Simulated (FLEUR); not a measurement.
## Collinear magnetic orders of Eu with FLEUR

Wanted: the moments of Eu and the energy of each order that was tried.

Calculated with FLEUR MaX-R8.1; PBE with U = 6.7 eV, J = 0.7 eV on Eu f; all-electron FLAPW, Dirac cores, scalar-relativistic bands.

The database entry behind the starting cell differs from later determinations by our own check (about 0.5 % long), so it need not match the best structure at ambient conditions.

### 1. Set-up

The structure is cubic, space group Im-3m (No. 229). Conventional cell: a = 4.606 Å, b = 4.606 Å, c = 4.606 Å, α = 90.00°, β = 90.00°, γ = 90.00°. Eu has 8 Eu at 3.99 Å nearest.

Coordinates:

```xyz
1
Lattice="-2.3030 2.3030 2.3030 2.3030 -2.3030 2.3030 2.3030 2.3030 -2.3030" Properties=species:S:1:pos:R:3 pbc="T T T"
Eu    0.0000    0.0000    0.0000
```

### 2. Start 1: ferro +

The parallel start is the test of whether parallel moments hold. The U counters the self-interaction that shrinks the moments of a localised shell.

The file n_mmp_mat seeds the f occupations with whole cubic orbitals by Hund's first rule, so that the U acts from the first pass. inpgen writes inp.xml from crystal.txt; cutoffs, mixing, functional, smearing and local orbitals are then set in the file. The k list default-1 (kpts.xml, not shown) is a Γ-centred 8×8×8 mesh; where the ranks do not divide the number of points, some are split in two of half the weight.

inp.xml

```
<?xml version="1.0" encoding="UTF-8" standalone="no"?>
<fleurInput fleurInputVersion="0.39">
   <comment>
      Eu
   </comment>
   <calculationSetup>
      <cutoffs Kmax="3.6" Gmax="10.8" GmaxXC="10.8" numbands="0"/>
      <scfLoop itmax="130" minDistance="0.0001" maxIterBroyd="15" imix="Anderson" alpha="0.05" precondParam="0.0" spinf="2.0" sdNocoIR="T"/>
      <coreElectrons ctail="T" frcor="F" kcrel="0" coretail_lmax="0"/>
      <xcFunctional name="pbe" relativisticCorrections="F"/>
      <magnetism jspins="2"/>
      <soc l_soc="F" theta="0.0" phi="0.0" spav="F"/>
      <expertModes spex="0" secvar="F"/>
      <geometryOptimization l_f="F" forcealpha="1.0" forcemix="BFGS" epsdisp="0.00001" epsforce="0.00001"/>
      <ldaU l_linMix="F" mixParam="0.05" spinf="1.0"/>
   </calculationSetup>
   <cell>
      <bzIntegration valenceElectrons="17.0" mode="hist" fermiSmearingEnergy="0.00183747">
         <kPointListSelection listName="default-1"/>
         <xi:include xmlns:xi="http://www.w3.org/2001/XInclude" href="kpts.xml"> </xi:include>
      </bzIntegration>
      <xi:include xmlns:xi="http://www.w3.org/2001/XInclude" href="sym.xml"> </xi:include>
      <bulkLattice scale="1.0">
         <bravaisMatrix>
            <row-1>   -4.3520392649537998     4.3520392649537998     4.3520392649537998</row-1>
            <row-2>    4.3520392649537998    -4.3520392649537998     4.3520392649537998</row-2>
            <row-3>    4.3520392649537998     4.3520392649537998    -4.3520392649537998</row-3>
         </bravaisMatrix>
      </bulkLattice>
   </cell>
   <atomSpecies>
      <species name="Europium (7.000" element="Eu" atomicNumber="63">
         <mtSphere radius="2.8" gridPoints="925" logIncrement="0.014"/>
         <atomicCutoffs lmax="10" lnonsphr="8"/>
         <electronConfig flipSpins="F">
            <coreConfig>(1s1/2) (2s1/2) (2p1/2) (2p3/2) (3s1/2) (3p1/2) (3p3/2) (4s1/2) (3d3/2) (3d5/2) (4p1/2) (4p3/2) (4d3/2) (4d5/2)</coreConfig>
            <valenceConfig>(5s1/2) (5p1/2) (5p3/2) (6s1/2) (4f5/2) (4f7/2)</valenceConfig>
            <stateOccupation state="(4f5/2)" spinUp="3.0" spinDown="0.0"/>
            <stateOccupation state="(4f7/2)" spinUp="4.0" spinDown="0.0"/>
         </electronConfig>
         <energyParameters s="6" p="6" d="5" f="4"/>
         <ldaU l="3" U="6.7" J="0.7" l_amf="F"/>
         <lo type="SCLO" l="0" n="5" eDeriv="0"/>
         <lo type="SCLO" l="1" n="5" eDeriv="0"/>
      </species>
   </atomSpecies>
   <atomGroups>
      <atomGroup species="Europium (7.000">
         <relPos label="                   1">.0000000000 .0000000000 .0000000000</relPos>
         <force calculate="T" relaxXYZ="TTT"/>
      </atomGroup>
   </atomGroups>
   <output dos="F" band="F" slice="F">
      <bandDOS minEnergy="-.5*Htr" maxEnergy="0.5*Htr" sigma="0.015" storeEVData="T"/>
      <plotting iplot="0" polar="F">
         <plot TwoD="T" vec1="  1.0  0.0  0.0" vec2="  0.0  1.0  0.0" vec3="  0.0  0.0  1.0" zero="  0.0  0.0  0.0" file="plot"/>
      </plotting>
      <moessbauerParams electricFieldGradient="F" isomerShift="F" coreHyperfine="F" valenceHyperfine="F"/>
   </output>
</fleurInput>
```

crystal.txt

```
Eu
&input film=F cartesian=F /
-2.30300000000  2.30300000000  2.30300000000
2.30300000000  -2.30300000000  2.30300000000
2.30300000000  2.30300000000  -2.30300000000
1.8897261246
1.0 1.0 1.0

1
63 0.00000000000  0.00000000000  0.00000000000 : 7.000

&kpt div1=8 div2=8 div3=8 gamma=T /
```

The run is started by

```sh
> OMP_NUM_THREADS=1 inpgen -f crystal.txt > inpgen.log  # inp.xml is then edited as shown
> OMP_NUM_THREADS=1 mpirun -n 4 fleur_MPI > fleur.log
```

Log:

```text
Welcome to FLEUR        (www.flapw.de)
      MaX-Release 8.1          (www.max-centre.eu)

 ========== k-point set info ==========
 Selected k-point list: default-1
 k-point list type: mesh
 0 x 0 x 0
 Number of k points: 32

 ------------Calculation Setup---------------------------
 Number of MPI-tasks      :            4
 Number of PE/node        :            4
 Number of OMP-threads    :            1
 k-points in parallel     :            4
 pe's per k-point         :            1
 No of k-point loops      :            8
 Eigenvalue solver        :       lapack
 Number of basis functions:          282
 Approximate size of matrices (H+S) per k-point:         0.001 GB
 --------------------------------------------------------
 Iteration:     1   Distance:       2.72676434 me/bohr^3
 Iteration:     2   Distance:       2.58570903 me/bohr^3
 Iteration:     3   Distance:       0.44940295 me/bohr^3
 Iteration:     4   Distance:       0.16127691 me/bohr^3
 Iteration:     5   Distance:       0.15927074 me/bohr^3
 Iteration:     6   Distance:       0.11658156 me/bohr^3
 Iteration:     7   Distance:       0.05406577 me/bohr^3
 Iteration:     8   Distance:       0.06644499 me/bohr^3
 Iteration:     9   Distance:       0.00870339 me/bohr^3
 Iteration:    10   Distance:       0.01410984 me/bohr^3
 Iteration:    11   Distance:       0.00088316 me/bohr^3
 Iteration:    12   Distance:       0.00113824 me/bohr^3
 Iteration:    13   Distance:       0.00009459 me/bohr^3

 ********************************************************************
 Run finished successfully
 Stop message:
   all done
 ********************************************************************

--- out.xml (last complete iteration) ---
<iteration numberForCurrentRun="   13" overallNumber="   13">
         [... left out ...]
         <bandgap value="0.0000000000" units="eV"/>
         <sumValenceSingleParticleEnergies value="-4.5960366806" units="Htr"/>
         <FermiEnergy value="0.1872143069" units="Htr"/>
         <valenceDensity>
            <mtCharges spin="1">
               <mtCharge atomType="1" total="11.0495555" s="1.0811003" p="2.9096726" d="0.1689260" f="6.8897558"/>
            </mtCharges>
            <mtCharges spin="2">
               <mtCharge atomType="1" total="4.0157214" s="1.0704039" p="2.8702451" d="0.0744830" f="0.0005563"/>
            </mtCharges>
            <spinDependentCharge spin="1" total="12.1671436" interstitial="1.1175881" mtSpheres="11.0495555"/>
            <spinDependentCharge spin="2" total="4.8328564" interstitial="0.8171350" mtSpheres="4.0157214"/>
            <totalCharge value="17.0000000000"/>
         </valenceDensity>
         [... left out ...]
         <allElectronCharges>
            <spinDependentCharge spin="1" total="35.1671436" interstitial="1.1175970" mtSpheres="34.0495466"/>
            <spinDependentCharge spin="2" total="27.8328564" interstitial="0.8171459" mtSpheres="27.0157105"/>
            <totalCharge value="62.9999999910"/>
         </allElectronCharges>
         <magneticMomentsInMTSpheres units="muBohr">
            <globalMagMoment atomType="1" vec="0.00000   0.00000   7.03384"/>
            <localMagMoment atomType="1" vec="0.00000   0.00000   7.03384"/>
         </magneticMomentsInMTSpheres>
         <moessbauerParams unitsHFF="kG" unitsIS="e/bohr^3" unitsEFG="Htr/bohr^2">
         </moessbauerParams>
         <totalEnergy value="   -10852.4747550134" units="Htr">
            <sumOfEigenvalues value="    -6681.4284857444">
               <coreElectrons value="-6676.8324490638"/>
               <valenceElectrons value="-4.5960366806"/>
            </sumOfEigenvalues>
            <densityCoulombPotentialIntegral value="-18163.4593467773"/>
            <densityEffectivePotentialIntegral value="-18481.9755283795"/>
            <chargeDenXCDenIntegral value="-243.7053879421"/>
            <FockExchangeEnergyValence value="0.0000000000"/>
            <FockExchangeEnergyCore value="0.0000000000"/>
            <atomTypeDependentContributions atomType="1">
               <electronNucleiInteractionDifferentMTs value="13303.1641677822"/>
               <MadelungTerm value="-25.1701877481"/>
            </atomTypeDependentContributions>
            <dftUCorrection value="-0.7476192125"/>
            <tkbTimesEntropy value="0.0004398611"/>
            <freeEnergy value="-10852.4751948745"/>
            <extrapolationTo0K value="-10852.4749749440"/>
         </totalEnergy>
         <ldaUDensityMatrix>
            <densityMatrixFor spin="1" atomType="1" uIndex="1" l="3" U="6.70000000" J="0.70000000">
               (+0.98436,+0.00000) (+0.00000,+0.00000) (+0.00000,+0.00000) (+0.00000,+0.00000) (+0.00052,+0.00000) (+0.00000,+0.00000) (+0.00000,+0.00000)
               (+0.00000,+0.00000) (+0.98405,+0.00000) (+0.00000,+0.00000) (+0.00000,+0.00000) (+0.00000,+0.00000) (-0.00037,+0.00000) (+0.00000,+0.00000)
               (+0.00000,+0.00000) (+0.00000,+0.00000) (+0.98409,+0.00000) (+0.00000,+0.00000) (+0.00000,+0.00000) (+0.00000,+0.00000) (+0.00052,+0.00000)
               (+0.00000,+0.00000) (+0.00000,+0.00000) (+0.00000,+0.00000) (+0.98476,+0.00000) (+0.00000,+0.00000) (+0.00000,+0.00000) (+0.00000,+0.00000)
               (+0.00052,+0.00000) (+0.00000,+0.00000) (+0.00000,+0.00000) (+0.00000,+0.00000) (+0.98409,+0.00000) (+0.00000,+0.00000) (+0.00000,+0.00000)
               (+0.00000,+0.00000) (-0.00037,+0.00000) (+0.00000,+0.00000) (+0.00000,+0.00000) (+0.00000,+0.00000) (+0.98405,+0.00000) (+0.00000,+0.00000)
               (+0.00000,+0.00000) (+0.00000,+0.00000) (+0.00052,+0.00000) (+0.00000,+0.00000) (+0.00000,+0.00000) (+0.00000,+0.00000) (+0.98436,+0.00000)
            </densityMatrixFor>
            <densityMatrixFor spin="2" atomType="1" uIndex="1" l="3" U="6.70000000" J="0.70000000">
               (+0.00009,+0.00000) (+0.00000,+0.00000) (+0.00000,+0.00000) (+0.00000,+0.00000) (+0.00004,+0.00000) (+0.00000,+0.00000) (+0.00000,+0.00000)
               (+0.00000,+0.00000) (+0.00007,+0.00000) (+0.00000,+0.00000) (+0.00000,+0.00000) (+0.00000,+0.00000) (-0.00004,+0.00000) (+0.00000,+0.00000)
               (+0.00000,+0.00000) (+0.00000,+0.00000) (+0.00006,+0.00000) (+0.00000,+0.00000) (+0.00000,+0.00000) (+0.00000,+0.00000) (+0.00004,+0.00000)
               (+0.00000,+0.00000) (+0.00000,+0.00000) (+0.00000,+0.00000) (+0.00012,+0.00000) (+0.00000,+0.00000) (+0.00000,+0.00000) (+0.00000,+0.00000)
               (+0.00004,+0.00000) (+0.00000,+0.00000) (+0.00000,+0.00000) (+0.00000,+0.00000) (+0.00006,+0.00000) (+0.00000,+0.00000) (+0.00000,+0.00000)
               (+0.00000,+0.00000) (-0.00004,+0.00000) (+0.00000,+0.00000) (+0.00000,+0.00000) (+0.00000,+0.00000) (+0.00007,+0.00000) (+0.00000,+0.00000)
               (+0.00000,+0.00000) (+0.00000,+0.00000) (+0.00004,+0.00000) (+0.00000,+0.00000) (+0.00000,+0.00000) (+0.00000,+0.00000) (+0.00009,+0.00000)
            </densityMatrixFor>
         </ldaUDensityMatrix>
         <ldaUDensityMatrixConvergence>
            <distance spin="1" distance="0.000001"/>
            <distance spin="2" distance="0.000000"/>
         </ldaUDensityMatrixConvergence>
         <densityConvergence units="me/bohr^3">
            <chargeDensity spin="1" distance="0.0000564135"/>
            <chargeDensity spin="2" distance="0.0000468691"/>
            <overallChargeDensity distance="0.0000425674"/>
            <spinDensity distance="0.0000945855"/>
         </densityConvergence>
      </iteration>
```

Run time: 9.5 s. Hardware: 4 MPI ranks of Intel Xeon Platinum 8488C (Sapphire Rapids), shared host; peak memory 0.22 GiB.

Read from the output:

* free energy: -295310.8943 eV
* program's band gap on this mesh (in a metal only a level spacing): 0 eV
* magnetization: 7.334 μB
* final state: ferromagnetic
* largest moment: 7.034 μB

After 13 cycles the largest moment stands at 7.03 μB.

### 3. Start 2: antiferro q=(1/2,1/2,1/2) +-

Reversing part of the moments tests the sign of the couplings between them.

This order needs a doubled cell of 2 atoms. The mesh is halved along the doubled vector, so that both cells sample the same points. The k list default-1 (kpts.xml, not shown) is a Γ-centred 4×8×8 mesh.

Changes to inp.xml since step 2:

```diff
@@ -17,3 +17,3 @@
    <cell>
-      <bzIntegration valenceElectrons="17.0" mode="hist" fermiSmearingEnergy="0.00183747">
+      <bzIntegration valenceElectrons="34.0" mode="hist" fermiSmearingEnergy="0.00183747">
          <kPointListSelection listName="default-1"/>
@@ -24,5 +24,5 @@
          <bravaisMatrix>
-            <row-1>   -4.3520392649537998     4.3520392649537998     4.3520392649537998</row-1>
-            <row-2>    4.3520392649537998    -4.3520392649537998     4.3520392649537998</row-2>
-            <row-3>    4.3520392649537998     4.3520392649537998    -4.3520392649537998</row-3>
+            <row-1>   -8.7040785299075996     8.7040785299075996     8.7040785299075996</row-1>
+            <row-2>    0.0000000000000000     0.0000000000000000     8.7040785299075996</row-2>
+            <row-3>    0.0000000000000000     8.7040785299075996     0.0000000000000000</row-3>
          </bravaisMatrix>
@@ -45,2 +45,16 @@
       </species>
+      <species name="Europium (-7.000" element="Eu" atomicNumber="63">
+         <mtSphere radius="2.8" gridPoints="925" logIncrement="0.014"/>
+         <atomicCutoffs lmax="10" lnonsphr="8"/>
+         <electronConfig flipSpins="F">
+            <coreConfig>(1s1/2) (2s1/2) (2p1/2) (2p3/2) (3s1/2) (3p1/2) (3p3/2) (4s1/2) (3d3/2) (3d5/2) (4p1/2) (4p3/2) (4d3/2) (4d5/2)</coreConfig>
+            <valenceConfig>(5s1/2) (5p1/2) (5p3/2) (6s1/2) (4f5/2) (4f7/2)</valenceConfig>
+            <stateOccupation state="(4f5/2)" spinUp="0.0" spinDown="3.0"/>
+            <stateOccupation state="(4f7/2)" spinUp="0.0" spinDown="4.0"/>
+         </electronConfig>
+         <energyParameters s="6" p="6" d="5" f="4"/>
+         <ldaU l="3" U="6.7" J="0.7" l_amf="F"/>
+         <lo type="SCLO" l="0" n="5" eDeriv="0"/>
+         <lo type="SCLO" l="1" n="5" eDeriv="0"/>
+      </species>
    </atomSpecies>
@@ -49,2 +63,6 @@
          <relPos label="                   1">.0000000000 .0000000000 .0000000000</relPos>
+         <force calculate="T" relaxXYZ="TTT"/>
+      </atomGroup>
+      <atomGroup species="Europium (-7.000">
+         <relPos label="                   2">1.000/2.000 .0000000000 .0000000000</relPos>
          <force calculate="T" relaxXYZ="TTT"/>
```

crystal.txt

```
Eu
&input film=F cartesian=F /
-4.60600000000  4.60600000000  4.60600000000
0.00000000000  0.00000000000  4.60600000000
0.00000000000  4.60600000000  0.00000000000
1.8897261246
1.0 1.0 1.0

2
63 0.00000000000  0.00000000000  0.00000000000 : 7.000
63 0.50000000000  0.00000000000  0.00000000000 : -7.000

&kpt div1=4 div2=8 div3=8 gamma=T /
```

Log:

```text
[banner, memory and clock lines left out]
Welcome to FLEUR        (www.flapw.de)
      MaX-Release 8.1          (www.max-centre.eu)

 ========== k-point set info ==========
 Selected k-point list: default-1
 k-point list type: mesh
 0 x 0 x 0
 Number of k points: 36

 ------------Calculation Setup---------------------------
 Number of PE/node        :            4
 Number of OMP-threads    :            1
 k-points in parallel     :            4
 pe's per k-point         :            1
 No of k-point loops      :            9
 Eigenvalue solver        :       lapack
 Number of basis functions:          564
 Approximate size of matrices (H+S) per k-point:         0.005 GB
 Iteration:     1   Distance:       2.70773082 me/bohr^3
 Iteration:     2   Distance:       2.56811959 me/bohr^3
 Iteration:     3   Distance:       0.41347794 me/bohr^3
 Iteration:     4   Distance:       0.08544671 me/bohr^3
 Iteration:     5   Distance:       0.08058909 me/bohr^3
 Iteration:     6   Distance:       0.02822326 me/bohr^3
 Iteration:     7   Distance:       0.00657735 me/bohr^3
 Iteration:     8   Distance:       0.00584522 me/bohr^3
 Iteration:     9   Distance:       0.00215325 me/bohr^3
 Iteration:    10   Distance:       0.00056171 me/bohr^3
 Iteration:    11   Distance:       0.00038762 me/bohr^3
 Iteration:    12   Distance:       0.00003760 me/bohr^3

 ********************************************************************
 Run finished successfully
 Stop message:
   all done
 ********************************************************************

--- out.xml (last complete iteration) ---
<iteration numberForCurrentRun="   12" overallNumber="   12">
         [... left out ...]
         <bandgap value="0.0000000000" units="eV"/>
         <sumValenceSingleParticleEnergies value="-9.1738721891" units="Htr"/>
         <FermiEnergy value="0.1836234005" units="Htr"/>
         <valenceDensity>
            <mtCharges spin="1">
               <mtCharge atomType="1" total="11.0276085" s="1.0865228" p="2.9041282" d="0.1450915" f="6.8918209"/>
               <mtCharge atomType="2" total="4.0388158" s="1.0684198" p="2.8735883" d="0.0957262" f="0.0009913"/>
            </mtCharges>
            <mtCharges spin="2">
               <mtCharge atomType="1" total="4.0388158" s="1.0684198" p="2.8735883" d="0.0957262" f="0.0009913"/>
               <mtCharge atomType="2" total="11.0276085" s="1.0865228" p="2.9041282" d="0.1450915" f="6.8918209"/>
            </mtCharges>
            <spinDependentCharge spin="1" total="17.0000000" interstitial="1.9335757" mtSpheres="15.0664243"/>
            <spinDependentCharge spin="2" total="17.0000000" interstitial="1.9335757" mtSpheres="15.0664243"/>
            <totalCharge value="34.0000000000"/>
         </valenceDensity>
         [... left out ...]
         <magneticMomentsInMTSpheres units="muBohr">
            <globalMagMoment atomType="1" vec="0.00000   0.00000   6.98879"/>
            <localMagMoment atomType="1" vec="0.00000   0.00000   6.98879"/>
            <globalMagMoment atomType="2" vec="0.00000   0.00000  -6.98879"/>
            <localMagMoment atomType="2" vec="0.00000   0.00000  -6.98879"/>
         </magneticMomentsInMTSpheres>
         [... left out ...]
         <totalEnergy value="   -21704.9487965962" units="Htr">
            <sumOfEigenvalues value="   -13362.7523092460">
               <coreElectrons value="-13353.5784370569"/>
               <valenceElectrons value="-9.1738721891"/>
            </sumOfEigenvalues>
            <densityCoulombPotentialIntegral value="-36326.8162184734"/>
            <densityEffectivePotentialIntegral value="-36963.8466180463"/>
            <chargeDenXCDenIntegral value="-487.4096413369"/>
            <FockExchangeEnergyValence value="0.0000000000"/>
            <FockExchangeEnergyCore value="0.0000000000"/>
         [... left out ...]
            <dftUCorrection value="-1.4961347159"/>
            <tkbTimesEntropy value="0.0006035344"/>
            <freeEnergy value="-21704.9494001306"/>
            <extrapolationTo0K value="-21704.9490983634"/>
         </totalEnergy>
         [... left out ...]
         <ldaUDensityMatrixConvergence>
            <distance spin="1" distance="0.000000"/>
            <distance spin="2" distance="0.000000"/>
         </ldaUDensityMatrixConvergence>
         <densityConvergence units="me/bohr^3">
            <chargeDensity spin="1" distance="0.0000230121"/>
            <chargeDensity spin="2" distance="0.0000230120"/>
            <overallChargeDensity distance="0.0000265478"/>
            <spinDensity distance="0.0000375957"/>
         </densityConvergence>
      </iteration>
```

Wall time 28 s (4 MPI ranks); peak memory 0.32 GiB.

Numbers from this step:

| Quantity | Value |
| --- | --- |
| free energy | -590621.7616 eV |
| program's band gap on this mesh (in a metal only a level spacing) | 0 eV |
| magnetization | 0 μB |
| final state | antiferromagnetic |
| largest moment | 6.989 μB |

It lies 13.5 meV a seeded atom over the first start, and its largest moment is 6.99 μB against 7.03 μB.

(Continued in part 2 of 2.)

[Logs and program files are shortened in this print: banners, set-up blocks, solver, clock and traceback lines can be left out without a mark of their own.]

[Logs are printed without paths, hosts, clocks, repeated set-up lines and the standing remarks that a program may print on its own settings, such as how far it seeks lower states.]

[Hosts, paths, dates, database ids (printed as entryN), source tags and the programs' standing remarks are cut or masked in the printed files.]

[Where a cell is said to come from a database of computed structures, the database is the Materials Project.]
